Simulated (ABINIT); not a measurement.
# CaO (Fm-3m): refractive index against wavelength

The refractive index of CaO (Fm-3m) below the direct gap (4.04 eV on the mesh) is read from one computed spectrum, n = √(Re ε).

The structure is cubic, space group Fm-3m (No. 225). The conventional cell has a = 4.813 Å, b = 4.813 Å, c = 4.813 Å, α = 90.00°, β = 90.00°, γ = 90.00°. Ca on site a has 6 O at 2.41 Å as nearest neighbours. O on site b has 6 Ca at 2.41 Å as nearest neighbours.

Method: ABINIT 10.8.3, PBE, independent particles, k-mesh 12×12×12, Lorentzian half width 0.04 eV.

Launch of the response step: `optic optic.abi`. The run took 35 s, its band step included, on 4 threads of Arm Neoverse V2, on a shared host.

```tsv
wavelength (nm)	photon energy E (eV)	n
1310	0.946	1.9655
1064	1.165	1.9714
850	1.459	1.9814
700	1.771	1.9952
633	1.959	2.0052
532	2.331	2.0297
450	2.755	?
```

In the single-oscillator model n² − 1 = E₀E_d/(E₀² − E²), so 1/(n² − 1) = E₀/E_d − E²/(E₀E_d) is linear in E².

Working, on the rows shown:

| x = E² (eV²) | y = 1/(n² − 1) |
| --- | --- |
| 0.895757 | 0.349261 |
| 1.35784 | 0.34645 |
| 2.12762 | 0.34177 |
| 3.13716 | 0.335478 |
| 3.83641 | 0.331035 |
| 5.43137 | 0.320545 |

Means: x̄ = 2.7977, ȳ = 0.33742. Σ(x − x̄)(y − ȳ) = -0.09017, Σ(x − x̄)² = 14.27. Slope = -0.09017 / 14.27 = -0.006319; intercept = ȳ − slope · x̄ = 0.3551. Turned back into n, the line misses the rows shown by at most 0.00056.

Q: Fill in the last column of the withheld row.

A: At x = 7.5912 the line gives y = 0.30713, that is 2.0630. The run gave 2.0674, so the extrapolation is off by 0.0044, 4 % of the range in the table.

Refitted with all rows, the slope is -0.006526 and the intercept 0.35558. These give E₀ = √(intercept/−slope) = 7.38 eV and E_d = E₀/intercept = 20.8 eV; E₀ is 1.8 times the direct gap. The electronic limit at long wavelengths, without lattice vibrations, is n = √(1 + 1/intercept) = 1.953. Excitons are left out and so are local fields; PBE gaps are as a rule too small. The values come from a sum over the points of one k-mesh and carry its error, which grows as the direct gap shrinks.

[Logs are printed without paths, hosts, clocks, repeated set-up lines and the standing remarks that a program may print on its own settings, such as how far it seeks lower states.]
